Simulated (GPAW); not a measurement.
# Conductance along a series: segments of Au in a Si chain

How does transport respond as one structural variable is stepped? The junctions: segments of Au in a Si chain.

Calculated with GPAW 26.7.0; GPAW LCAO, PAW setups; Landauer transmission from Green's functions with principal layers (ASE), zero bias.

Most raw output is cut from this account.

## (1) The structure

The cell holds 11 atoms: 10 Si and 1 Au. Cell: a = 9.000 Å, b = 9.000 Å, c = 24.485 Å, α = 90.0°, β = 90.0°, γ = 90.0°. Regions: left lead, 5 atoms (5 Si); channel, 1 atom (1 Au); right lead, 5 atoms (5 Si). Vacuum lies along a and b. The structure is stacked along c, and the current runs across the ab planes.

As a file:

```cif
data_structure
_symmetry_space_group_name_H-M 'P 1'
_symmetry_Int_Tables_number 1
_cell_length_a 9.0000
_cell_length_b 9.0000
_cell_length_c 24.4848
_cell_angle_alpha 90.000
_cell_angle_beta 90.000
_cell_angle_gamma 90.000
_cell_volume 1983.27
loop_
_atom_site_label
_atom_site_type_symbol
_atom_site_fract_x
_atom_site_fract_y
_atom_site_fract_z
_atom_site_occupancy
Si1 Si 0.50000 0.50000 0.04493 1
Si2 Si 0.50000 0.50000 0.13478 1
Si3 Si 0.50000 0.50000 0.22463 1
Si4 Si 0.50000 0.50000 0.31448 1
Si5 Si 0.50000 0.50000 0.40433 1
Au6 Au 0.50000 0.50000 0.50000 1
Si7 Si 0.50000 0.50000 0.59567 1
Si8 Si 0.50000 0.50000 0.68552 1
Si9 Si 0.50000 0.50000 0.77537 1
Si10 Si 0.50000 0.50000 0.86522 1
Si11 Si 0.50000 0.50000 0.95507 1
```

## (2) Junction, foreign atoms 1

The structure changes from member to member while basis and functional stay, so that the trend is less open to errors of the level than any single value.

Input file run.py:

```python
import json
import numpy as np
from ase import Atoms
from ase.transport.calculators import TransportCalculator
from gpaw import GPAW, FermiDirac
from gpaw.lcao.tools import get_lcao_hamiltonian
from scipy.linalg import eigh

# The junction with lead layers at both ends, along the third cell vector
device = Atoms(
    ['Si', 'Si', 'Si', 'Si', 'Si', 'Au', 'Si', 'Si', 'Si', 'Si', 'Si'],
    positions=[
        [4.50000, 4.50000, 1.10000],
        [4.50000, 4.50000, 3.30000],
        [4.50000, 4.50000, 5.50000],
        [4.50000, 4.50000, 7.70000],
        [4.50000, 4.50000, 9.90000],
        [4.50000, 4.50000, 12.24240],
        [4.50000, 4.50000, 14.58480],
        [4.50000, 4.50000, 16.78480],
        [4.50000, 4.50000, 18.98480],
        [4.50000, 4.50000, 21.18480],
        [4.50000, 4.50000, 23.38480]],
    cell=[[9.0, 0.0, 0.0], [0.0, 9.0, 0.0], [0.0, 0.0, 24.4848]],
    pbc=True)

# One principal layer of the lead: the first 3 atoms of the device
lead = Atoms(
    ['Si', 'Si', 'Si'],
    positions=[
        [4.50000, 4.50000, 1.10000],
        [4.50000, 4.50000, 3.30000],
        [4.50000, 4.50000, 5.50000]],
    cell=[[9.0, 0.0, 0.0], [0.0, 9.0, 0.0], [0.0, 0.0, 6.6]],
    pbc=True)

settings = dict(mode='lcao', basis='dzp', xc='RPBE', h=0.2,
                occupations=FermiDirac(0.1), maxiter=250,
                mixer=dict(beta=0.1, nmaxold=8, weight=100.0),
                convergence=dict(density=0.0001))
energies = np.arange(-2, 2 + 1e-9, 0.05)
eta = 0.0001
n1, n2 = 1, 1
# k and -k transmit alike, so half of the mesh across the current serves
mesh = [(i, j) for i in range(n1) for j in range(n2) if (i, j) <= (-i % n1, -j % n2)]
weights = np.array([1 if (i, j) == (-i % n1, -j % n2) else 2 for i, j in mesh]) / (n1 * n2)

# [... helper functions left out ...]
fermi_lead = ground_state(lead, (1, 1, 17), 'lead.txt')
fermi_device = ground_state(device, (1, 1, 3), 'device.txt')
# [... loop over the mesh left out, but for ...]
        # Shift the lead onto the potential of the device's first layer
        shift = ((H[:, 0, 0] - H0[:, 0, 0]) / S0[0, 0]).real.mean()
# [...]
kT = 8.617333e-5 * 300
bias = [0.1, 0.2, 0.5, 1.0, 1.5, 2.0]
# [... integrals and printing left out ...]
```

Command:

```console
OMP_NUM_THREADS=1 OPENBLAS_NUM_THREADS=1 python run.py
```

Wall time 53 s (1 thread of Arm Neoverse N1, shared host); peak memory 0.83 GiB.

This step gave:

* conductance: 1.356 G₀
* largest coupling past the next principal layer: 4.99e-5 eV
* largest misfit of the first principal layer: 0.1440 eV
* shift that aligns the lead: 0.02761 eV
* basis functions of the junction: 145
* basis functions of a principal layer: 39
* transmission at the Fermi level (one spin): 1.359
* open channels of the lead at the Fermi level (one spin): 3

One spin. Table of transmission, zone mean by energy, zero at the Fermi level:

| energy (eV) | transmission, zone mean |
| --- | --- |
| -2.00 | 2.0e-11 |
| -1.90 | 1.9e-11 |
| -1.80 | 2.0e-11 |
| -1.70 | 2.2e-11 |
| -1.55 | 2.9e-11 |
| -1.45 | 4.5e-11 |
| -1.35 | 9.8e-9 |
| -1.25 | 0.194 |
| -1.15 | 0.195 |
| -1.05 | 0.207 |
| -0.90 | 0.258 |
| -0.80 | 0.395 |
| -0.70 | 0.546 |
| -0.60 | 0.709 |
| -0.50 | 0.874 |
| -0.40 | 1.03 |
| -0.25 | 1.21 |
| -0.15 | 1.30 |
| -0.05 | 1.35 |
| 0.00 | 1.36 |
| 0.05 | 1.37 |
| 0.15 | 1.37 |
| 0.25 | 1.37 |
| 0.40 | 1.36 |
| 0.50 | 1.35 |
| 0.60 | 1.35 |
| 0.70 | 1.35 |
| 0.80 | 1.36 |
| 0.90 | 1.37 |
| 1.05 | 1.39 |
| 1.15 | 1.41 |
| 1.25 | 1.42 |
| 1.35 | 1.44 |
| 1.45 | 1.46 |
| 1.55 | 1.48 |
| 1.70 | 1.51 |
| 1.80 | 1.52 |
| 1.90 | 1.53 |
| 2.00 | 1.54 |

Crossings of the lead's bands, unfolded to its shortest repeat. Open channels, zone mean against energy, zero at the Fermi level:

| energy (eV) | open channels, zone mean |
| --- | --- |
| -2.00 | 0 |
| -1.85 | 0 |
| -1.70 | 0 |
| -1.60 | 0 |
| -1.45 | 0 |
| -1.30 | 2 |
| -1.15 | 2 |
| -1.05 | 2 |
| -0.90 | 2 |
| -0.75 | 3 |
| -0.60 | 3 |
| -0.50 | 3 |
| -0.35 | 3 |
| -0.20 | 3 |
| -0.05 | 3 |
| 0.00 | 3 |
| 0.05 | 3 |
| 0.20 | 3 |
| 0.35 | 3 |
| 0.50 | 3 |
| 0.60 | 3 |
| 0.75 | 3 |
| 0.90 | 3 |
| 1.05 | 3 |
| 1.15 | 3 |
| 1.30 | 3 |
| 1.45 | 3 |
| 1.60 | 3 |
| 1.70 | 3 |
| 1.85 | 3 |
| 2.00 | 3 |

Not self-consistent under bias; the bias window is split evenly. Current through one cell, from the zero-bias transmission against bias:

```csv
bias (V),"current through one cell, from the zero-bias transmission (μA)"
0.100,10.5
0.200,21.0
0.500,51.7
1.000,98.4
1.500,138
2.000,170
```

The transmission of the three most open eigenchannels by energy, zero at the Fermi level:

```
energy (eV)  channel 1  channel 2  channel 3
     -1.400    5.5e-11    5.5e-11    4.1e-11
     -1.200     0.0971     0.0971    1.3e-10
     -1.000      0.110      0.110     1.6e-9
     -0.800      0.157      0.157     0.0797
     -0.600      0.242      0.242      0.225
     -0.400      0.347      0.341      0.341
     -0.200      0.448      0.406      0.406
      0.000      0.531      0.414      0.414
      0.200      0.600      0.386      0.386
      0.400      0.657      0.350      0.350
      0.600      0.705      0.323      0.323
      0.800      0.745      0.307      0.307
      1.000      0.780      0.301      0.301
      1.200      0.810      0.302      0.302
      1.400      0.837      0.308      0.308
      1.600      0.860      0.314      0.314
      1.800      0.882      0.319      0.319
      2.000      0.901      0.322      0.322
```

Couplings past the next layer reach 5.0e-5 eV, small enough to drop; the matrix elements of the cell's first layer differ from the bulk lead's by up to 0.14 eV. That layer keeps its own values in the calculation, and only beyond it is the lead taken as perfect. The Fermi levels of lead and junction count from different zeros of potential, one for each periodic cell; with both set to zero, the small remaining shift is what aligns them. Without spin-orbit coupling, which is large for these atoms, channel counts and T are those of the scalar-relativistic bands. By hand: G = 1.356 × 77.48 μS = 105 μS, a resistance of 9.52 kΩ; at 0.1 V a linear junction would pass 10.5 μA, and the integral over the bias window gives 10.5 μA.

## (3) Member of the series, 12 atoms: segment atoms = 2

System of this step: 2 Au atoms in a Si chain. The cell holds 12 atoms: 10 Si and 2 Au. Cell: a = 9.000 Å, b = 9.000 Å, c = 27.085 Å, α = 90.0°, β = 90.0°, γ = 90.0°. Regions: left lead, 5 atoms (5 Si); channel, 2 atoms (2 Au); right lead, 5 atoms (5 Si). Vacuum lies along a and b. The structure is stacked along c, and the current runs across the ab planes.

run.py, as its differences from that of step 2:

```diff
@@ -10,3 +10,3 @@
 device = Atoms(
-    ['Si', 'Si', 'Si', 'Si', 'Si', 'Au', 'Si', 'Si', 'Si', 'Si', 'Si'],
+    ['Si', 'Si', 'Si', 'Si', 'Si', 'Au', 'Au', 'Si', 'Si', 'Si', 'Si', 'Si'],
     positions=[
@@ -18,8 +18,9 @@
         [4.50000, 4.50000, 12.24240],
-        [4.50000, 4.50000, 14.58480],
-        [4.50000, 4.50000, 16.78480],
-        [4.50000, 4.50000, 18.98480],
-        [4.50000, 4.50000, 21.18480],
-        [4.50000, 4.50000, 23.38480]],
-    cell=[[9.0, 0.0, 0.0], [0.0, 9.0, 0.0], [0.0, 0.0, 24.4848]],
+        [4.50000, 4.50000, 14.84240],
+        [4.50000, 4.50000, 17.18480],
+        [4.50000, 4.50000, 19.38480],
+        [4.50000, 4.50000, 21.58480],
+        [4.50000, 4.50000, 23.78480],
+        [4.50000, 4.50000, 25.98480]],
+    cell=[[9.0, 0.0, 0.0], [0.0, 9.0, 0.0], [0.0, 0.0, 27.0848]],
     pbc=True)
```

Run time: 58 s. Hardware: 1 thread; peak memory 0.87 GiB.

This step gave:

| Item | Value |
| --- | --- |
| conductance | 0.5194 G₀ |
| largest misfit of the first principal layer | 0.1221 eV |
| shift that aligns the lead | -0.006128 eV |
| basis functions of the junction | 160 |
| transmission at the Fermi level (one spin) | 0.5200 |

One spin. The transmission, zone mean by energy, zero at the Fermi level:

| energy (eV) | transmission, zone mean |
| --- | --- |
| -2.00 | 4.2e-11 |
| -1.85 | 2.9e-10 |
| -1.70 | 1.1e-10 |
| -1.60 | 5.4e-11 |
| -1.45 | 8.8e-11 |
| -1.30 | 0.00794 |
| -1.15 | 0.0217 |
| -1.05 | 0.0257 |
| -0.90 | 0.116 |
| -0.75 | 0.291 |
| -0.60 | 0.366 |
| -0.50 | 0.404 |
| -0.35 | 0.453 |
| -0.20 | 0.492 |
| -0.05 | 0.515 |
| 0.00 | 0.520 |
| 0.05 | 0.523 |
| 0.20 | 0.531 |
| 0.35 | 0.538 |
| 0.50 | 0.549 |
| 0.60 | 0.559 |
| 0.75 | 0.575 |
| 0.90 | 0.593 |
| 1.05 | 0.613 |
| 1.15 | 0.626 |
| 1.30 | 0.646 |
| 1.45 | 0.665 |
| 1.60 | 0.685 |
| 1.70 | 0.697 |
| 1.85 | 0.716 |
| 2.00 | 0.734 |

Crossings of the lead's bands, unfolded to its shortest repeat. The open channels, zone mean by energy, zero at the Fermi level:

| energy (eV) | open channels, zone mean |
| --- | --- |
| -1.400 | 0 |
| -1.200 | 2 |
| -1.000 | 2 |
| -0.800 | 3 |
| -0.600 | 3 |
| -0.400 | 3 |
| -0.200 | 3 |
| 0.000 | 3 |
| 0.200 | 3 |
| 0.400 | 3 |
| 0.600 | 3 |
| 0.800 | 3 |
| 1.000 | 3 |
| 1.200 | 3 |
| 1.400 | 3 |
| 1.600 | 3 |
| 1.800 | 3 |
| 2.000 | 3 |

Not self-consistent under bias; the bias window is split evenly. Table of current through one cell, from the zero-bias transmission by bias:

```
bias (V)  current through one cell, from the zero-bias transmission (μA)
   0.100                                                            4.02
   0.200                                                            8.04
   0.500                                                            20.0
   1.000                                                            39.0
   1.500                                                            56.7
   2.000                                                            71.1
```

Table of transmission of the three most open eigenchannels by energy, zero at the Fermi level:

```
energy (eV)  channel 1  channel 2  channel 3
      -2.00    4.1e-11          0          0
      -1.90    8.9e-11          0          0
      -1.80     1.4e-7          0          0
      -1.70    1.1e-10          0          0
      -1.55    5.4e-11          0          0
      -1.45    8.5e-11    1.6e-12    1.6e-12
      -1.35     6.5e-4     6.5e-4    2.1e-10
      -1.25    0.00692    0.00692    8.3e-10
      -1.15     0.0108     0.0108     8.4e-9
      -1.05     0.0129     0.0129     1.4e-6
      -0.90     0.0857     0.0153     0.0153
      -0.80      0.218     0.0177     0.0177
      -0.70      0.278     0.0212     0.0212
      -0.60      0.314     0.0260     0.0260
      -0.50      0.339     0.0321     0.0321
      -0.40      0.360     0.0389     0.0389
      -0.25      0.385     0.0477     0.0477
      -0.15      0.401     0.0504     0.0504
      -0.05      0.416     0.0498     0.0498
       0.00      0.423     0.0485     0.0485
       0.05      0.430     0.0466     0.0466
       0.15      0.445     0.0419     0.0419
       0.25      0.459     0.0370     0.0370
       0.40      0.481     0.0305     0.0305
       0.50      0.495     0.0271     0.0271
       0.60      0.510     0.0245     0.0245
       0.70      0.524     0.0225     0.0225
       0.80      0.539     0.0210     0.0210
       0.90      0.553     0.0199     0.0199
       1.05      0.575     0.0188     0.0188
       1.15      0.589     0.0184     0.0184
       1.25      0.603     0.0181     0.0181
       1.35      0.617     0.0179     0.0179
       1.45      0.630     0.0177     0.0177
       1.55      0.643     0.0176     0.0176
       1.70      0.662     0.0173     0.0173
       1.80      0.675     0.0172     0.0172
       1.90      0.688     0.0169     0.0169
       2.00      0.701     0.0166     0.0166
```

The conductance, 0.519 G₀, lies 62 % below that of the member before.

## (4) Member of the series, 13 atoms: segment atoms = 3

System of this step: 3 Au atoms in a Si chain. The cell holds 13 atoms: 10 Si and 3 Au. Its edges and angles: a = 9.000 Å, b = 9.000 Å, c = 29.685 Å, α = 90.0°, β = 90.0°, γ = 90.0°. Regions: left lead, 5 atoms (5 Si); channel, 3 atoms (3 Au); right lead, 5 atoms (5 Si). Vacuum lies along a and b. The structure is stacked along c, and the current runs across the ab planes.

run.py, as its differences from that of step 3:

```diff
@@ -10,3 +10,3 @@
 device = Atoms(
-    ['Si', 'Si', 'Si', 'Si', 'Si', 'Au', 'Au', 'Si', 'Si', 'Si', 'Si', 'Si'],
+    ['Si', 'Si', 'Si', 'Si', 'Si', 'Au', 'Au', 'Au', 'Si', 'Si', 'Si', 'Si', 'Si'],
     positions=[
@@ -19,8 +19,9 @@
         [4.50000, 4.50000, 14.84240],
-        [4.50000, 4.50000, 17.18480],
-        [4.50000, 4.50000, 19.38480],
-        [4.50000, 4.50000, 21.58480],
-        [4.50000, 4.50000, 23.78480],
-        [4.50000, 4.50000, 25.98480]],
-    cell=[[9.0, 0.0, 0.0], [0.0, 9.0, 0.0], [0.0, 0.0, 27.0848]],
+        [4.50000, 4.50000, 17.44240],
+        [4.50000, 4.50000, 19.78480],
+        [4.50000, 4.50000, 21.98480],
+        [4.50000, 4.50000, 24.18480],
+        [4.50000, 4.50000, 26.38480],
+        [4.50000, 4.50000, 28.58480]],
+    cell=[[9.0, 0.0, 0.0], [0.0, 9.0, 0.0], [0.0, 0.0, 29.6848]],
     pbc=True)
```

Wall time 59 s (1 thread); peak memory 0.93 GiB.

One spin. The transmission, zone mean by energy, zero at the Fermi level:

```csv
energy (eV),"transmission, zone mean"
-2.000,8.6e-12
-1.800,0
-1.600,0
-1.400,5.0e-8
-1.200,0.0904
-1.000,0.0525
-0.850,0.758
-0.800,0.454
-0.600,0.497
-0.400,0.744
-0.200,0.951
0.000,1.02
0.200,0.989
0.400,0.922
0.600,0.857
0.800,0.805
1.000,0.767
1.200,0.739
1.400,0.720
1.600,0.707
1.800,0.699
2.000,0.697
```

The conductance, 1.02 G₀, lies 96 % above that of the member before.

## (5) Junction, 14 atoms: segment atoms = 4

System of this step: 4 Au atoms in a Si chain. The cell holds 14 atoms: 10 Si and 4 Au. Cell: a = 9.000 Å, b = 9.000 Å, c = 32.285 Å, α = 90.0°, β = 90.0°, γ = 90.0°. Regions: left lead, 5 atoms (5 Si); channel, 4 atoms (4 Au); right lead, 5 atoms (5 Si). Vacuum lies along a and b. The structure is stacked along c, and the current runs across the ab planes.

run.py, as its differences from that of step 4:

```diff
@@ -10,3 +10,3 @@
 device = Atoms(
-    ['Si', 'Si', 'Si', 'Si', 'Si', 'Au', 'Au', 'Au', 'Si', 'Si', 'Si', 'Si', 'Si'],
+    ['Si', 'Si', 'Si', 'Si', 'Si', 'Au', 'Au', 'Au', 'Au', 'Si', 'Si', 'Si', 'Si', 'Si'],
     positions=[
@@ -20,8 +20,9 @@
         [4.50000, 4.50000, 17.44240],
-        [4.50000, 4.50000, 19.78480],
-        [4.50000, 4.50000, 21.98480],
-        [4.50000, 4.50000, 24.18480],
-        [4.50000, 4.50000, 26.38480],
-        [4.50000, 4.50000, 28.58480]],
-    cell=[[9.0, 0.0, 0.0], [0.0, 9.0, 0.0], [0.0, 0.0, 29.6848]],
+        [4.50000, 4.50000, 20.04240],
+        [4.50000, 4.50000, 22.38480],
+        [4.50000, 4.50000, 24.58480],
+        [4.50000, 4.50000, 26.78480],
+        [4.50000, 4.50000, 28.98480],
+        [4.50000, 4.50000, 31.18480]],
+    cell=[[9.0, 0.0, 0.0], [0.0, 9.0, 0.0], [0.0, 0.0, 32.2848]],
     pbc=True)
```

The job ended after 69 s (1 thread; peak memory 0.99 GiB).

One spin. The transmission, zone mean by energy, zero at the Fermi level:

```
energy (eV)  transmission, zone mean
      -2.00                  3.2e-11
      -1.85                        0
      -1.70                        0
      -1.60                        0
      -1.45                  4.5e-12
      -1.30                  0.00857
      -1.15                   0.0310
      -1.05                   0.0505
      -0.90                    0.168
      -0.75                     1.72
      -0.60                    0.322
      -0.50                    0.354
      -0.40                     1.06
      -0.35                    0.911
      -0.20                    0.527
      -0.05                    0.453
       0.00                    0.450
       0.05                    0.453
       0.20                    0.486
       0.35                    0.544
       0.50                    0.618
       0.60                    0.672
       0.75                    0.756
       0.90                    0.836
       1.05                    0.904
       1.15                    0.940
       1.30                    0.978
       1.45                    0.997
       1.60                    0.998
       1.70                    0.992
       1.85                    0.973
       2.00                    0.948
```

The conductance, 0.453 G₀, lies 55 % below that of the member before.

## (6) Junction, 15 atoms: segment atoms = 5

System of this step: 5 Au atoms in a Si chain. The cell holds 15 atoms: 10 Si and 5 Au. Its edges and angles: a = 9.000 Å, b = 9.000 Å, c = 34.885 Å, α = 90.0°, β = 90.0°, γ = 90.0°. Regions: left lead, 5 atoms (5 Si); channel, 5 atoms (5 Au); right lead, 5 atoms (5 Si). Vacuum lies along a and b. The structure is stacked along c, and the current runs across the ab planes.

run.py, as its differences from that of step 5:

```diff
@@ -10,3 +10,3 @@
 device = Atoms(
-    ['Si', 'Si', 'Si', 'Si', 'Si', 'Au', 'Au', 'Au', 'Au', 'Si', 'Si', 'Si', 'Si', 'Si'],
+    ['Si', 'Si', 'Si', 'Si', 'Si', 'Au', 'Au', 'Au', 'Au', 'Au', 'Si', 'Si', 'Si', 'Si', 'Si'],
     positions=[
@@ -21,8 +21,9 @@
         [4.50000, 4.50000, 20.04240],
-        [4.50000, 4.50000, 22.38480],
-        [4.50000, 4.50000, 24.58480],
-        [4.50000, 4.50000, 26.78480],
-        [4.50000, 4.50000, 28.98480],
-        [4.50000, 4.50000, 31.18480]],
-    cell=[[9.0, 0.0, 0.0], [0.0, 9.0, 0.0], [0.0, 0.0, 32.2848]],
+        [4.50000, 4.50000, 22.64240],
+        [4.50000, 4.50000, 24.98480],
+        [4.50000, 4.50000, 27.18480],
+        [4.50000, 4.50000, 29.38480],
+        [4.50000, 4.50000, 31.58480],
+        [4.50000, 4.50000, 33.78480]],
+    cell=[[9.0, 0.0, 0.0], [0.0, 9.0, 0.0], [0.0, 0.0, 34.8848]],
     pbc=True)
```

Wall time 79 s (1 thread); peak memory 1.1 GiB.

The conductance, 0.931 G₀, lies 105 % above that of the member before.

## (7) Member of the series, 16 atoms: segment atoms = 6

System of this step: 6 Au atoms in a Si chain. The cell holds 16 atoms: 10 Si and 6 Au. Cell: a = 9.000 Å, b = 9.000 Å, c = 37.485 Å, α = 90.0°, β = 90.0°, γ = 90.0°. Regions: left lead, 5 atoms (5 Si); channel, 6 atoms (6 Au); right lead, 5 atoms (5 Si). Vacuum lies along a and b. The structure is stacked along c, and the current runs across the ab planes.

run.py, as its differences from that of step 6:

```diff
@@ -10,3 +10,3 @@
 device = Atoms(
-    ['Si', 'Si', 'Si', 'Si', 'Si', 'Au', 'Au', 'Au', 'Au', 'Au', 'Si', 'Si', 'Si', 'Si', 'Si'],
+    ['Si', 'Si', 'Si', 'Si', 'Si', 'Au', 'Au', 'Au', 'Au', 'Au', 'Au', 'Si', 'Si', 'Si', 'Si', 'Si'],
     positions=[
@@ -22,8 +22,9 @@
         [4.50000, 4.50000, 22.64240],
-        [4.50000, 4.50000, 24.98480],
-        [4.50000, 4.50000, 27.18480],
-        [4.50000, 4.50000, 29.38480],
-        [4.50000, 4.50000, 31.58480],
-        [4.50000, 4.50000, 33.78480]],
-    cell=[[9.0, 0.0, 0.0], [0.0, 9.0, 0.0], [0.0, 0.0, 34.8848]],
+        [4.50000, 4.50000, 25.24240],
+        [4.50000, 4.50000, 27.58480],
+        [4.50000, 4.50000, 29.78480],
+        [4.50000, 4.50000, 31.98480],
+        [4.50000, 4.50000, 34.18480],
+        [4.50000, 4.50000, 36.38480]],
+    cell=[[9.0, 0.0, 0.0], [0.0, 9.0, 0.0], [0.0, 0.0, 37.4848]],
     pbc=True)
@@ -53,3 +54,3 @@
 fermi_lead = ground_state(lead, (1, 1, 17), 'lead.txt')
-fermi_device = ground_state(device, (1, 1, 3), 'device.txt')
+fermi_device = ground_state(device, (1, 1, 2), 'device.txt')
 # [... loop over the mesh left out, but for ...]
```

The job ended after 83 s (1 thread; peak memory 1.1 GiB).

The conductance, 0.515 G₀, lies 45 % below that of the member before.

[end of part 1 of 2]

[Logs are printed without paths, hosts, clocks, repeated set-up lines and the standing remarks that a program may print on its own settings, such as how far it seeks lower states.]

[Hosts, paths, dates, database ids (printed as entryN), source tags and the programs' standing remarks are cut or masked in the printed files.]
